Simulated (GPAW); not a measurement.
# Geometry or basis: what sets the conductance of BN in line between two Rh chains, part 2 of 2

How well does BN in line between two Rh chains conduct once its atoms have relaxed, and how much do cheaper levels lose?

GPAW 26.7.0; GPAW LCAO, PAW setups; relaxation of the junction within the symmetry of its start, lead ends held (the session's first sound run).

So far, transmission at the Fermi level (one spin): step 3 (GPAW, dzp, PBE, GPAW) 1.71; step 4 (basis szp(dzp), PBE, GPAW) 1.71; step 5 (basis sz(dzp), PBE, GPAW) 1.75; step 6 (LDA) 1.71; step 7 (the structure as built: geometry = "as built", PBE, GPAW) 1.90.

## 10. Temperature 150

Temperature enters only through the Fermi window.

This step: GPAW LCAO, PAW setups; Landauer transmission from Green's functions with principal layers (ASE), zero bias (GPAW 26.7.0).

Input file run.py:

```python
import json
import numpy as np
from ase import Atoms
from ase.transport.calculators import TransportCalculator
from gpaw import GPAW, FermiDirac
from gpaw.lcao.tools import get_lcao_hamiltonian
from scipy.linalg import eigh

# The junction with lead layers at both ends, along the third cell vector
device = Atoms(
    ['Rh', 'Rh', 'Rh', 'Rh', 'Rh', 'Rh', 'Rh', 'Rh', 'B', 'N', 'Rh', 'Rh', 'Rh', 'Rh', 'Rh', 'Rh', 'Rh', 'Rh'],
    positions=[
        [4.50000, 4.50000, 1.15000],
        [4.50000, 4.50000, 3.45000],
        [4.50000, 4.50000, 5.75000],
        [4.50000, 4.50000, 8.05000],
        [4.50000, 4.50000, 10.35000],
        [4.50000, 4.50000, 12.65000],
        [4.50000, 4.50000, 14.95000],
        [4.50000, 4.50000, 17.21255],
        [4.50000, 4.50000, 19.13834],
        [4.50000, 4.50000, 20.45956],
        [4.50000, 4.50000, 22.28286],
        [4.50000, 4.50000, 24.47500],
        [4.50000, 4.50000, 26.77500],
        [4.50000, 4.50000, 29.07500],
        [4.50000, 4.50000, 31.37500],
        [4.50000, 4.50000, 33.67500],
        [4.50000, 4.50000, 35.97500],
        [4.50000, 4.50000, 38.27500]],
    cell=[[9.0, 0.0, 0.0], [0.0, 9.0, 0.0], [0.0, 0.0, 39.425]],
    pbc=True)

# One principal layer of the lead: the first 5 atoms of the device
lead = Atoms(
    ['Rh', 'Rh', 'Rh', 'Rh', 'Rh'],
    positions=[
        [4.50000, 4.50000, 1.15000],
        [4.50000, 4.50000, 3.45000],
        [4.50000, 4.50000, 5.75000],
        [4.50000, 4.50000, 8.05000],
        [4.50000, 4.50000, 10.35000]],
    cell=[[9.0, 0.0, 0.0], [0.0, 9.0, 0.0], [0.0, 0.0, 11.5]],
    pbc=True)

settings = dict(mode='lcao', basis='dzp', xc='PBE', h=0.18,
                occupations=FermiDirac(0.1), maxiter=250,
                mixer=dict(beta=0.1, nmaxold=8, weight=100.0),
                convergence=dict(density=0.0001))
energies = np.arange(-2, 2 + 1e-9, 0.025)
eta = 0.0001
n1, n2 = 1, 1
# k and -k transmit alike, so half of the mesh across the current serves
mesh = [(i, j) for i in range(n1) for j in range(n2) if (i, j) <= (-i % n1, -j % n2)]
weights = np.array([1 if (i, j) == (-i % n1, -j % n2) else 2 for i, j in mesh]) / (n1 * n2)

# [... helper functions left out ...]
fermi_lead = ground_state(lead, (1, 1, 10), 'lead.txt')
fermi_device = ground_state(device, (1, 1, 2), 'device.txt')
# [... loop over the mesh left out, but for ...]
        # Shift the lead onto the potential of the device's first layer
        shift = ((H[:, 0, 0] - H0[:, 0, 0]) / S0[0, 0]).real.mean()
# [...]
kT = 8.617333e-5 * 150
bias = [0.1, 0.2, 0.5, 1.0, 1.5, 2.0]
# [... integrals and printing left out ...]
```

Command:

```sh
$ OMP_NUM_THREADS=1 OPENBLAS_NUM_THREADS=1 python run.py
```

Elapsed: 9 min, on 1 thread of Arm Neoverse V1, shared host; peak memory 2.3 GiB.

This step gave:

```yaml
conductance: 1.709 G₀
largest_misfit_of_the_first_principal_layer: 0.1226 eV
shift_that_aligns_the_lead: -0.002621 eV
transmission_at_the_fermi_level_one_spin: 1.710
```

One spin. Transmission, zone mean against energy, zero at the Fermi level:

```
energy (eV)  transmission, zone mean
     -2.000                     1.18
     -1.900                     1.17
     -1.800                     1.17
     -1.700                     1.19
     -1.600                     1.21
     -1.500                     1.24
     -1.400                     1.26
     -1.300                     1.28
     -1.200                     1.30
     -1.100                     1.33
     -1.000                     1.35
     -0.900                     1.32
     -0.800                     1.32
     -0.700                     1.34
     -0.600                     1.38
     -0.500                     1.43
     -0.400                     1.49
     -0.300                     1.56
     -0.200                     1.63
     -0.100                     1.68
      0.000                     1.71
      0.100                     1.72
      0.200                     1.71
      0.300                     1.68
      0.400                     1.65
      0.500                     1.63
      0.600                     1.62
      0.700                     1.62
      0.800                     1.62
      0.900                     1.65
      1.000                     1.30
      1.100                    0.134
      1.200                    0.106
      1.300                   0.0885
      1.400                   0.0773
      1.500                   0.0687
      1.600                   0.0628
      1.700                   0.0583
      1.800                   0.0550
      1.900                   0.0525
      2.000                   0.0506
```

Not self-consistent under bias; the bias window is split evenly. Current through one cell, from the zero-bias transmission against bias:

```
bias (V)  current through one cell, from the zero-bias transmission (μA)
   0.100                                                            13.2
   0.200                                                            26.4
   0.500                                                            65.3
   1.000                                                             127
   1.500                                                             185
   2.000                                                             241
```

Table of transmission of the three most open eigenchannels by energy, zero at the Fermi level:

```
energy (eV)  channel 1  channel 2  channel 3
     -2.000      0.505      0.505      0.168
     -1.900      0.502      0.502      0.165
     -1.800      0.505      0.505      0.164
     -1.700      0.514      0.514      0.163
     -1.600      0.524      0.524      0.164
     -1.500      0.535      0.535      0.166
     -1.400      0.545      0.545      0.170
     -1.300      0.554      0.554      0.175
     -1.200      0.558      0.558      0.183
     -1.100      0.567      0.567      0.193
     -1.000      0.573      0.573      0.204
     -0.900      0.579      0.579      0.160
     -0.800      0.588      0.588      0.148
     -0.700      0.599      0.599      0.142
     -0.600      0.616      0.616      0.145
     -0.500      0.637      0.637      0.155
     -0.400      0.662      0.662      0.169
     -0.300      0.688      0.688      0.185
     -0.200      0.712      0.712      0.202
     -0.100      0.730      0.730      0.218
      0.000      0.739      0.739      0.231
      0.100      0.739      0.739      0.242
      0.200      0.729      0.729      0.250
      0.300      0.713      0.713      0.254
      0.400      0.696      0.696      0.260
      0.500      0.682      0.682      0.267
      0.600      0.673      0.673      0.277
      0.700      0.667      0.667       0.29
      0.800      0.657      0.657      0.310
      0.900      0.630      0.630      0.393
      1.000      0.556      0.556      0.188
      1.100      0.134     1.3e-7     3.4e-8
      1.200      0.106     1.3e-7    7.0e-11
      1.300     0.0885     1.3e-7    3.3e-12
      1.400     0.0773     1.3e-7          0
      1.500     0.0687     1.4e-7          0
      1.600     0.0628     1.4e-7          0
      1.700     0.0583     1.4e-7          0
      1.800     0.0550     1.4e-7          0
      1.900     0.0525     1.4e-7          0
      2.000     0.0506     1.5e-7          0
```

With these changes, and at 150 K in place of 300 K, the conductance is 1.71 G₀ against 1.71 in the dzp run; T at the Fermi level, which temperature doesn't enter, is 1.71 against 1.71.

## 11. Summary of results

| Property | Result |
| --- | --- |
| conductance | 1.71 G₀ |
| transmission at the Fermi level, mean of the spins | 1.71 |

**Reading.** In the dzp basis the junction conducts 1.71 G₀ at 300 K, with T = 1.71 a spin at the Fermi level; the sz basis reaches that conductance within 10 %. Relaxation moved atoms by up to 0.11 Å and took the conductance from 1.90 to 1.71 G₀, as a ratio a larger change than the step from dzp to the minimal basis. At the Fermi level the three most open eigenchannels pass 0.74, 0.74 and 0.23. Measured against the first run (dzp), the nearest curve is that of dzp-LDA (r.m.s. 0.054) and the farthest that of asbuilt (0.15). Over the compared runs wall time goes from 250 s (sz) to 548 s (dzp), on a shared host. The leads kept an estimated spacing and the cell its length, so the junction may be under some tension or compression. The geometry comes from the orbital basis, which tends to overbind, and kept the symmetry of the start, so a structure of lower symmetry may lie lower. The run had no spin polarisation, so a magnetic state, which chains and small molecules with open shells often have, wasn't tested. An evenly spaced straight chain is an idealisation: free chains tend to dimerise, zigzag or, where a band edge lies near the Fermi level, turn magnetic. The currents use the zero-bias T(E) throughout, which holds only while the bias is small against the distance to the nearest feature. The thermopower isn't quoted: it samples T(E) farther from the Fermi level than the conductance does, and the energy grid wasn't tested for it.

[Logs are printed without paths, hosts, clocks, repeated set-up lines and the standing remarks that a program may print on its own settings, such as how far it seeks lower states.]

[Hosts, paths, dates, database ids (printed as entryN), source tags and the programs' standing remarks are cut or masked in the printed files.]
